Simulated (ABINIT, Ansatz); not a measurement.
# Tm (P6_3/mmc): from the cell to the phonon bands

How does Tm (P6_3/mmc) vibrate, and is this structure a minimum?

Main program and level: ABINIT 10.8.3; DFT PBE, scalar-relativistic, plane waves, PseudoDojo norm-conserving, 4f in core pseudopotentials.

Report form: the programs' logs are mostly left out.

## Step 1: Set-up

The structure is hexagonal, space group P6_3/mmc (No. 194). Conventional cell: a = 3.538 Å, b = 3.538 Å, c = 5.555 Å, α = 90.00°, β = 90.00°, γ = 120.00°. Nearest to Tm lie 12 Tm at 3.45 to 3.54 Å.

## Step 2: A probe with smearing

A first run with smearing and empty bands tells whether the crystal has a gap, which decides between fixed occupations and smearing later on.

File probe.abi:

```
# ground state
tolvrs 1.0d-08
prtden 1
prtwf 1

# basis, mesh and filling
ecut 21.0
ngkpt 6 6 4
nshiftk 1
shiftk 0.0 0.0 0.0
istwfk *1
occopt 7
tsmear 0.005
nband 18
nstep 100
diemac 9.0
prtebands 0
prtgsr 0

# cell and atoms
acell 3*1.0 Angstrom
rprim 
    3.5375 0.0 0.0
    -1.76875 3.063564866 0.0
    0.0 0.0 5.5546
ntypat 1
znucl 69
natom 2
typat 1 1
xred 
    1/3 2/3 0.25
    2/3 1/3 0.75
pp_dirpath "./pseudo"
pseudos "Tm.upf"
```

The run is started by

```
$ OMP_NUM_THREADS=1 mpirun -n 4 abinit probe.abi > probe.log
```

It took 6 s on 4 MPI ranks of Arm Neoverse V2, shared host.

This step gave:

```
volume per atom   : 30.10 Å³
pressure          : -2.809 GPa
gap on the k-mesh : 0 eV
```

No gap opens on this mesh, so smearing is kept; the printed pressure holds the stress of the finite basis too.

## Step 3: Relaxation

The harmonic expansion needs vanishing forces, and a free crystal bears no stress, so cell and atoms are brought to rest. Stress is more sensitive to the basis than forces are: the last 3 Ha under the cutoff are smoothed with ecutsm, and the cutoff is raised above that of the later runs.

File relax.abi:

```
# relaxation
ionmov 2
optcell 2
dilatmx 1.08
ntime 40
tolmxf 1.0d-05
tolvrs 1.0d-14
prtwf 0
prtden 0
chksymtnons 0

# basis, mesh and filling
ecut 27.0
ecutsm 3.0
ngkpt 9 9 6
nshiftk 1
shiftk 0.0 0.0 0.0
istwfk *1
occopt 7
tsmear 0.01
nband 18
nstep 100
diemac 1000000.0
prtebands 0
prtgsr 0

# cell and atoms
acell 3*1.0 Angstrom
rprim 
    3.5375 0.0 0.0
    -1.76875 3.063564866 0.0
    0.0 0.0 5.5546
ntypat 1
znucl 69
natom 2
typat 1 1
xred 
    1/3 2/3 0.25
    2/3 1/3 0.75
pp_dirpath "./pseudo"
pseudos "Tm.upf"
```

The run is started by

```
$ OMP_NUM_THREADS=1 mpirun -n 4 abinit relax.abi > relax.log
```

Run time: 79 s. Hardware: 4 MPI ranks.

The steps of the relaxation:

| step | energy less that of the first step (eV) | largest force (eV/Å) | volume (Å³) |
| --- | --- | --- | --- |
| 1 | 0.0000 | 0.0000 | 60.20 |
| 2 | 0.0000 | 0.0000 | 60.19 |
| 3 | -0.0003 | 0.0000 | 60.12 |
| 4 | -0.0003 | 0.0000 | 60.12 |
| 5 | -0.0003 | 0.0000 | 60.15 |

| conventional cell, symmetrised | before | after | change |
| --- | --- | --- | --- |
| a (Å) | 3.538 | 3.543 | +0.2 % |
| b (Å) | 3.538 | 3.543 | +0.2 % |
| c (Å) | 5.555 | 5.532 | -0.4 % |
| volume (Å³/atom) | 30.10 | 30.08 | -0.1 % |

The relaxed structure:

```xyz
2
Lattice="3.5433 0.0000 0.0000 -1.7717 3.0686 0.0000 0.0000 0.0000 5.5324" Properties=species:S:1:pos:R:3 pbc="T T T"
Tm    0.0000    2.0457    1.3831
Tm    1.7717    1.0229    4.1493
```

This step gave:

| Quantity | Value |
| --- | --- |
| volume per atom | 30.08 Å³ |
| pressure | 1.94e-4 GPa |

The volume changes by -0.1 % in this run and stands -0.1 % from the first cell.

## Step 4: Self-consistent run for the response

First-order wavefunctions inherit every error of the ground state, hence the very tight tolvrs. Smearing stays on, as the first look found no gap above 0.3 eV.

File gs.abi:

```
# ground state
tolvrs 1.0d-16
prtden 1
prtwf 1

# basis, mesh and filling
ecut 21.0
ngkpt 9 9 6
nshiftk 1
shiftk 0.0 0.0 0.0
istwfk *1
occopt 7
tsmear 0.01
nband 18
nstep 100
diemac 1000000.0
prtebands 0
prtgsr 0

# cell and atoms
acell 3*1.0 Angstrom
rprim 
    3.543304292 0.0 0.0
    -1.771652146 3.06859153 0.0
    0.0 0.0 5.532375222
ntypat 1
znucl 69
natom 2
typat 1 1
xred 
    1/3 2/3 0.25
    2/3 1/3 0.75
pp_dirpath "./pseudo"
pseudos "Tm.upf"
```

The run is started by

```
$ OMP_NUM_THREADS=1 mpirun -n 4 abinit gs.abi > gs.log
```

The job ended after 15 s (4 MPI ranks).

Read from the output:

```
pressure : -2.726 GPa
```

The cell stands at -2.7 GPa: the relaxation ran with a smoothed and higher cutoff, and the difference is a stress of the finite basis.

## Step 5: Linear response at Γ

At q = 0 one unit cell holds all displacements. The response is solved for single atoms along the cell's directions, and symmetry skips those that follow from others. The crystal is treated as a metal, which screens a static field, so no field response is asked.

File dfpt_gamma.abi:

```

# common to the responses
getwfk_filepath "gso_WFK"
kptopt 2
nqpt 1
qpt 0.0 0.0 0.0
asr 0
chneut 0

# displacements
rfphon 1
rfatpol 1 2
rfdir 1 1 1
tolvrs 1.0d-10
prtwf 0
prtpot 1

# basis, mesh and filling
ecut 21.0
ngkpt 9 9 6
nshiftk 1
shiftk 0.0 0.0 0.0
istwfk *1
occopt 7
tsmear 0.01
nband 18
nstep 100
diemac 1000000.0
prtebands 0
prtgsr 0

# cell and atoms
acell 3*1.0 Angstrom
rprim 
    3.543304292 0.0 0.0
    -1.771652146 3.06859153 0.0
    0.0 0.0 5.532375222
ntypat 1
znucl 69
natom 2
typat 1 1
xred 
    1/3 2/3 0.25
    2/3 1/3 0.75
pp_dirpath "./pseudo"
pseudos "Tm.upf"
```

The run is started by

```
$ OMP_NUM_THREADS=1 mpirun -n 4 abinit dfpt_gamma.abi > dfpt_gamma.log
```

Wall time 59 s (4 MPI ranks); 3.9 min of CPU time.

Numbers from this step:

```
largest acoustic frequency at the zone centre before the sum rule : 4.41 cm⁻¹
highest optical zone-centre mode (no LO-TO term)                  : 116.0 cm⁻¹
lowest optical zone-centre mode                                   : 68.17 cm⁻¹
```

The acoustic modes at Γ come out as far as 4.4 cm⁻¹ from zero, where they should vanish, a small numerical error.

## Step 6: Linear response on the mesh

Linear response treats each wavevector of the 3×3×2 mesh in the unit cell; the first-order potentials are kept for the electron-phonon matrix elements.

File dfpt_q.abi:

```
ndtset 5

# wavevectors
qpt1 0.3333333333 0.0 0.0
qpt2 0.3333333333 0.3333333333 0.0
qpt3 0.0 0.0 0.5
qpt4 0.3333333333 0.0 0.5
qpt5 0.3333333333 0.3333333333 0.5

# displacements
getwfk_filepath "gso_WFK"
getwfq_filepath "gso_WFK"
kptopt 3
nqpt 1
rfphon 1
rfatpol 1 2
rfdir 1 1 1
tolvrs 1.0d-10
prtwf 0
prtpot 1

# basis, mesh and filling
ecut 21.0
ngkpt 9 9 6
nshiftk 1
shiftk 0.0 0.0 0.0
istwfk *1
occopt 7
tsmear 0.01
nband 18
nstep 100
diemac 1000000.0
prtebands 0
prtgsr 0

# cell and atoms
acell 3*1.0 Angstrom
rprim 
    3.543304292 0.0 0.0
    -1.771652146 3.06859153 0.0
    0.0 0.0 5.532375222
ntypat 1
znucl 69
natom 2
typat 1 1
xred 
    1/3 2/3 0.25
    2/3 1/3 0.75
pp_dirpath "./pseudo"
pseudos "Tm.upf"
```

The run is started by

```
$ OMP_NUM_THREADS=1 mpirun -n 4 abinit dfpt_q.abi > dfpt_q.log
```

Run time: 21 min. Hardware: 4 MPI ranks; 85 min of CPU time.

This step gave:

* lowest mode on the q mesh (acoustic ones at the zone centre apart): 49.48 cm⁻¹

Frequencies (cm⁻¹) before the sum rule at the irreducible wavevectors but Γ, which is solved apart; negative means imaginary. Frequencies by wavevector:

| q (fractions) | star | mode 1 | mode 2 | mode 3 | mode 4 | mode 5 | mode 6 |
| --- | --- | --- | --- | --- | --- | --- | --- |
| 0.3333 0 0 | 6 | 52.59 | 56.48 | 86.16 | 91.62 | 95.85 | 111.5 |
| 0.3333 0.3333 0 | 2 | 83.87 | 83.87 | 87.6 | 87.6 | 97.02 | 103.2 |
| 0 0 0.5 | 1 | 49.48 | 49.48 | 49.48 | 49.48 | 82.01 | 82.01 |
| 0.3333 0 0.5 | 6 | 66.83 | 66.84 | 72.37 | 72.37 | 100.5 | 100.5 |
| 0.3333 0.3333 0.5 | 2 | 54.83 | 54.83 | 97.17 | 97.17 | 101.4 | 101.4 |

## Step 7: Interpolated phonon bands

anaddb transforms the dynamical matrices to force constants and back along the path; points of the mesh come back as solved, but for the sum rule and, in polar crystals, the LO-TO term at Γ; the rest is interpolation.

File anaddb.abi:

```
ddb_filepath "all_DDB"
output_file "anaddb.abo"
outdata_prefix "anaddb"
ifcflag 1
ngqpt 3 3 2
nqshft 1
q1shft 0.0 0.0 0.0
asr 1
chneut 0
dipdip 0
dipquad 0
quadquad 0
enunit 0
eivec 0
nph1l 93
qph1l 
    0.0 0.0 0.0 1.0
    0.05 0.0 0.0 1.0
    0.1 0.0 0.0 1.0
    0.15 0.0 0.0 1.0
    0.2 0.0 0.0 1.0
    0.25 0.0 0.0 1.0
    0.3 0.0 0.0 1.0
    0.35 0.0 0.0 1.0
    0.4 0.0 0.0 1.0
    0.45 0.0 0.0 1.0
    0.5 0.0 0.0 1.0
    0.48333333 0.03333333 0.0 1.0
    0.46666667 0.06666667 0.0 1.0
    0.45 0.1 0.0 1.0
    0.43333333 0.13333333 0.0 1.0
    0.41666667 0.16666667 0.0 1.0
    0.4 0.2 0.0 1.0
    0.38333333 0.23333333 0.0 1.0
    0.36666667 0.26666667 0.0 1.0
    0.35 0.3 0.0 1.0
    0.33333333 0.33333333 0.0 1.0
    0.3 0.3 0.0 1.0
    0.26666667 0.26666667 0.0 1.0
    0.23333333 0.23333333 0.0 1.0
    0.2 0.2 0.0 1.0
    0.16666667 0.16666667 0.0 1.0
    0.13333333 0.13333333 0.0 1.0
    0.1 0.1 0.0 1.0
    0.06666667 0.06666667 0.0 1.0
    0.03333333 0.03333333 0.0 1.0
    0.0 0.0 0.0 1.0
    0.0 0.0 0.05 1.0
    0.0 0.0 0.1 1.0
    0.0 0.0 0.15 1.0
    0.0 0.0 0.2 1.0
    0.0 0.0 0.25 1.0
    0.0 0.0 0.3 1.0
    0.0 0.0 0.35 1.0
    0.0 0.0 0.4 1.0
    0.0 0.0 0.45 1.0
    0.0 0.0 0.5 1.0
    0.05 0.0 0.5 1.0
    0.1 0.0 0.5 1.0
    0.15 0.0 0.5 1.0
    0.2 0.0 0.5 1.0
    0.25 0.0 0.5 1.0
    0.3 0.0 0.5 1.0
    0.35 0.0 0.5 1.0
    0.4 0.0 0.5 1.0
    0.45 0.0 0.5 1.0
    0.5 0.0 0.5 1.0
    0.48333333 0.03333333 0.5 1.0
    0.46666667 0.06666667 0.5 1.0
    0.45 0.1 0.5 1.0
    0.43333333 0.13333333 0.5 1.0
    0.41666667 0.16666667 0.5 1.0
    0.4 0.2 0.5 1.0
    0.38333333 0.23333333 0.5 1.0
    0.36666667 0.26666667 0.5 1.0
    0.35 0.3 0.5 1.0
    0.33333333 0.33333333 0.5 1.0
    0.3 0.3 0.5 1.0
    0.26666667 0.26666667 0.5 1.0
    0.23333333 0.23333333 0.5 1.0
    0.2 0.2 0.5 1.0
    0.16666667 0.16666667 0.5 1.0
    0.13333333 0.13333333 0.5 1.0
    0.1 0.1 0.5 1.0
    0.06666667 0.06666667 0.5 1.0
    0.03333333 0.03333333 0.5 1.0
    0.0 0.0 0.5 1.0
    0.5 0.0 0.5 1.0
    0.5 0.0 0.45 1.0
    0.5 0.0 0.4 1.0
    0.5 0.0 0.35 1.0
    0.5 0.0 0.3 1.0
    0.5 0.0 0.25 1.0
    0.5 0.0 0.2 1.0
    0.5 0.0 0.15 1.0
    0.5 0.0 0.1 1.0
    0.5 0.0 0.05 1.0
    0.5 0.0 0.0 1.0
    0.33333333 0.33333333 0.5 1.0
    0.33333333 0.33333333 0.45 1.0
    0.33333333 0.33333333 0.4 1.0
    0.33333333 0.33333333 0.35 1.0
    0.33333333 0.33333333 0.3 1.0
    0.33333333 0.33333333 0.25 1.0
    0.33333333 0.33333333 0.2 1.0
    0.33333333 0.33333333 0.15 1.0
    0.33333333 0.33333333 0.1 1.0
    0.33333333 0.33333333 0.05 1.0
    0.33333333 0.33333333 0.0 1.0
```

File mrgddb.in:

```
all_DDB
merged
6
dfpt_gammao_DDB
dfpt_qo_DS1_DDB
dfpt_qo_DS2_DDB
dfpt_qo_DS3_DDB
dfpt_qo_DS4_DDB
dfpt_qo_DS5_DDB
```

The run is started by

```
$ mrgddb < mrgddb.in > mrgddb.log
$ OMP_NUM_THREADS=1 anaddb anaddb.abi > anaddb.log
```

Elapsed: 0.57 s, on 1 thread.

Read from the output:

* lowest frequency on the path: 0 cm⁻¹

Anaddb. The phonon branches at the labelled points (cm⁻¹):

| point | branch 1 | branch 2 | branch 3 | branch 4 | branch 5 | branch 6 |
| --- | --- | --- | --- | --- | --- | --- |
| Γ | 0 | 0 | 0 | 68 | 68 | 116 |
| halfway | 45 | 45 | 71 | 85 | 88 | 114 |
| M | 58 | 68 | 98 | 98 | 103 | 106 |
| halfway | 70 | 74 | 90 | 101 | 101 | 102 |
| K | 84 | 84 | 88 | 88 | 97 | 103 |
| halfway | 51 | 58 | 70 | 90 | 92 | 113 |
| Γ | 0 | 0 | 0 | 68 | 68 | 116 |
| halfway | 27 | 27 | 44 | 64 | 64 | 107 |
| A | 50 | 50 | 50 | 50 | 82 | 82 |
| halfway | 66 | 66 | 66 | 66 | 92 | 92 |
| L | 67 | 67 | 77 | 77 | 108 | 108 |
| halfway | 59 | 59 | 88 | 88 | 106 | 106 |
| H | 55 | 55 | 97 | 97 | 101 | 101 |
| halfway | 61 | 61 | 76 | 76 | 95 | 95 |
| A | 50 | 50 | 50 | 50 | 82 | 82 |
| jump to L | 67 | 67 | 77 | 77 | 108 | 108 |
| halfway | 63 | 64 | 86 | 92 | 106 | 109 |
| M | 58 | 68 | 98 | 98 | 103 | 106 |
| jump to H | 55 | 55 | 97 | 97 | 101 | 101 |
| halfway | 66 | 66 | 96 | 98 | 98 | 101 |
| K | 84 | 84 | 88 | 88 | 97 | 103 |

All branches are real along the path.

## Step 8: Density of states

Sums over the zone need many more wavevectors than were solved, so the interpolation is sampled on a dense mesh.

File anaddb.abi:

```
ddb_filepath "all_DDB"
output_file "anaddb.abo"
outdata_prefix "anaddb"
ifcflag 1
ngqpt 3 3 2
nqshft 1
q1shft 0.0 0.0 0.0
asr 1
chneut 0
dipdip 0
dipquad 0
quadquad 0
prtdos 2
ng2qpt 15 15 8
dosdeltae 4.5563e-06
ntemper 11
temperinc 100.0
tempermin 0.0
```

The run is started by

```
$ OMP_NUM_THREADS=1 anaddb anaddb.abi > anaddb.log
```

Wall time 0.55 s (1 thread).

Read from the output:

```yaml
share_of_modes_beyond_3i_cm_minus1_on_the_dense_interpolated_mesh: 0
zero_point_energy_per_atom: 14.82 meV
heat_capacity_at_300_k: 24.62 J/(mol atoms K)
vibrational_entropy_at_300_k: 50.06 J/(mol atoms K)
```

Tetrahedra. Table of phonon density of states by wavenumber; read off at these points:

| wavenumber (cm⁻¹) | phonon density of states (1/cm⁻¹/cell) |
| --- | --- |
| 0.0 | 0 |
| 5.0 | 1.0e-4 |
| 10.0 | 4.0e-4 |
| 15.0 | 0.00128 |
| 20.0 | 0.00253 |
| 25.0 | 0.00458 |
| 30.0 | 0.00712 |
| 35.0 | 0.0105 |
| 40.0 | 0.0155 |
| 45.0 | 0.0229 |
| 50.0 | 0.0354 |
| 55.0 | 0.0714 |
| 59.0 | 0.117 |
| 60.0 | 0.113 |
| 65.0 | 0.0904 |
| 70.0 | 0.0771 |
| 75.0 | 0.0724 |
| 80.0 | 0.0898 |
| 85.0 | 0.104 |
| 86.0 | 0.105 |
| 90.0 | 0.0878 |
| 95.0 | 0.0997 |
| 97.0 | 0.101 |
| 100.0 | 0.109 |
| 103.0 | 0.130 |
| 105.0 | 0.119 |
| 107.0 | 0.137 |
| 110.0 | 0.0364 |
| 115.0 | 0.0178 |
| 120.0 | 0 |

Harmonic thermodynamic functions per atom, summed over the density of states scaled to three modes an atom; melting is ignored. Thermodynamic functions:

| T (K) | F_vib (meV/atom) | S (J/mol-atom/K) | C_V (J/mol-atom/K) |
| --- | --- | --- | --- |
| 0 | 14.82 | 0 | 0 |
| 50 | 13.09 | 10.2 | 16.33 |
| 100 | 4.03 | 23.89 | 22.26 |
| 200 | -30.01 | 40.14 | 24.23 |
| 300 | -77.08 | 50.06 | 24.62 |
| 400 | -132.8 | 57.16 | 24.76 |
| 500 | -195 | 62.7 | 24.83 |
| 600 | -262.4 | 67.23 | 24.86 |
| 700 | -334.1 | 71.06 | 24.88 |
| 800 | -409.6 | 74.38 | 24.9 |
| 900 | -488.2 | 77.32 | 24.91 |
| 1000 | -569.7 | 79.94 | 24.91 |

At 300 K the heat capacity has reached 99 % of the Dulong-Petit value.

## Step 9: Cross-check with Ansatz

A second program on the same cell, potentials, cutoff and meshes tests the implementation of the phonon response, not its convergence.

This step: DFT PBE, scalar-relativistic, plane waves, norm-conserving pseudopotentials, 4f in core (Ansatz 0.2.0).

File input.yaml:

```yaml
crystal:
  lattice:
    - [3.5433042922, 0.0, 0.0]
    - [-1.7716521461, 3.0685915304, 0.0]
    - [0.0, 0.0, 5.5323752219]
  atoms:
    - { symbol: Tm, position: [0.3333333333, 0.6666666667, 0.25] }
    - { symbol: Tm, position: [0.6666666667, 0.3333333333, 0.75] }
kpoints:
  mp_grid: { grid: [9, 9, 6] }
hamiltonian:
  xc: pbe
  pseudopotentials:
    kind: nc
    azcp: { Tm: "pseudopotentials/pbe/nc/lanthanide_3plus/Tm.nc.azcp" }
    accuracy: standard
scf:
  occupations: { method: gaussian, width: 0.27211 }
output:
  eigenvalues: true
basis:
  ecutwfc: 571.439
phonons:
  method: dfpt
  qmesh: [3, 3, 2]
  temperatures: { t_max: 1000, t_step: 50 }
  qpath:
    path:
      - [[0.0, 0.0, 0.0], [0.5, 0.0, 0.0], [0.33333333, 0.33333333, 0.0], [0.0, 0.0, 0.0], [0.0, 0.0, 0.5], [0.5, 0.0, 0.5], [0.33333333, 0.33333333, 0.5], [0.0, 0.0, 0.5]]
      - [[0.5, 0.0, 0.5], [0.5, 0.0, 0.0]]
      - [[0.33333333, 0.33333333, 0.5], [0.33333333, 0.33333333, 0.0]]
    npoints: 10
  electrical_resistivity: { temperatures: [77, 300], mesh: [18, 18, 12] }
```

The run is started by

```
$ ansatz run input.yaml --threads 4 --pin off --max-ram 16384MiB --backend cpu --events-out ev --progress --plain --runs-dir out
```

Run time: 3.8 min. Hardware: 4 threads; peak memory 2.3 GiB.

Numbers from this step:

| Property | Result |
| --- | --- |
| sum-rule residual before enforcement | 2.89e-5 eV/Å² |
| mean frequency | 79.8 cm⁻¹ |
| Debye temperature (second moment) | 153 K |
| logarithmic mean frequency | 76.8 cm⁻¹ |
| lowest optical zone-centre mode | 68.18 cm⁻¹ |
| lowest mode on the q mesh (acoustic ones at the zone centre apart) | 49.51 cm⁻¹ |
| zero-point energy per atom | 14.85 meV |
| vibrational entropy at 300 K | 50.03 J/(mol atoms K) |

## Step 10: Side by side: ABINIT PseudoDojo and Ansatz, PseudoDojo

Worked out from the results:

| Item | Value |
| --- | --- |
| root-mean-square difference | 0.05 cm⁻¹ |
| largest difference | 0.13 cm⁻¹ |
| root-mean-square difference on the path | 0 cm⁻¹ |
| largest difference on the path | 0.1 cm⁻¹ |

The 12 of 33 modes that differ most. Frequencies side by side:

| q (reciprocal lattice) | mode | ABINIT PseudoDojo (cm⁻¹) | Ansatz, PseudoDojo (cm⁻¹) |
| --- | --- | --- | --- |
| 0 0 0 | 6 | 116 | 116 |
| 0.3333 0 0 | 1 | 52.59 | 52.64 |
| 0.3333 0 0 | 2 | 56.48 | 56.35 |
| 0.3333 0 0 | 6 | 111.5 | 111.5 |
| 0.3333 0.3333 0 | 3 | 87.6 | 87.5 |
| 0.3333 0.3333 0 | 4 | 87.6 | 87.5 |
| 0 0 0.5 | 5 | 82.01 | 81.94 |
| 0 0 0.5 | 6 | 82.01 | 81.94 |
| 0.3333 0 0.5 | 1 | 66.83 | 66.77 |
| 0.3333 0 0.5 | 2 | 66.84 | 66.77 |
| 0.3333 0.3333 0.5 | 1 | 54.83 | 54.75 |
| 0.3333 0.3333 0.5 | 2 | 54.83 | 54.75 |

The interpolated bands of the two lie on top of each other.

At the solved wavevectors the largest difference (acoustic modes at Γ apart) is 0.1 % of the highest mode.

## Step 11: Outcome

```json
{
  "space group after relaxation": "P6_3/mmc",
  "volume per atom": "30.1 Å³",
  "highest optical zone-centre mode (no LO-TO term)": "116.0 cm⁻¹",
  "lowest optical zone-centre mode": "68.2 cm⁻¹",
  "q mesh": "3×3×2",
  "lowest mode on the q mesh (acoustic ones at the zone centre apart)": "49.5 cm⁻¹",
  "zero-point energy per atom": "14.8 meV",
  "heat capacity at 300 K": "24.6 J/(mol atoms K)",
  "vibrational entropy at 300 K": "50.1 J/(mol atoms K)",
  "imaginary modes on the q mesh": "none",
  "largest difference from Ansatz, PseudoDojo": "0.13 cm⁻¹"
}
```

**Reading.** Tm (P6_3/mmc) is dynamically stable on the 3×3×2 mesh; its spectrum reaches 116 cm⁻¹. At the PBE level the optical modes of Tm (P6_3/mmc) at the zone centre run from 68 to 116 cm⁻¹. Along axes with an odd number of divisions the mesh misses the zone-boundary points at one half, where instabilities often lie; those are only interpolated. The base run prints -2.7 GPa, mostly the error of a finite basis; the relaxation, with a smoothed and higher cutoff, had brought the cell to rest. An error of this size shows a cutoff that is short for these files. ABINIT PseudoDojo and Ansatz, PseudoDojo agree to 0.13 cm⁻¹ (0.1 % of the highest mode compared) on all solved modes but the acoustic ones at Γ. These are harmonic frequencies at zero temperature: anharmonic shifts and linewidths and thermal expansion are left out. Spin-orbit coupling is left out, which can matter for the heavy elements here. In a metal the frequencies hang on the k mesh and the smearing, most of all near Kohn anomalies. The 4f electrons are frozen in the core as for a trivalent ion, so their moments and any magnetic order are left out. Ansatz warns that the cutoff lies 16 % under the one recommended for these files; agreement at one cutoff is not convergence. Electron-phonon sums were run after this but are left out, since no second program bore their λ out within 30 %; a λ that a log prints is not taken as a result.

[Host names and launcher messages were left out of these logs when they were recorded.]

[Logs are printed without paths, hosts, clocks, repeated set-up lines and the standing remarks that a program may print on its own settings, such as how far it seeks lower states.]

[Hosts, paths, dates, database ids (printed as entryN), source tags and the programs' standing remarks are cut or masked in the printed files.]
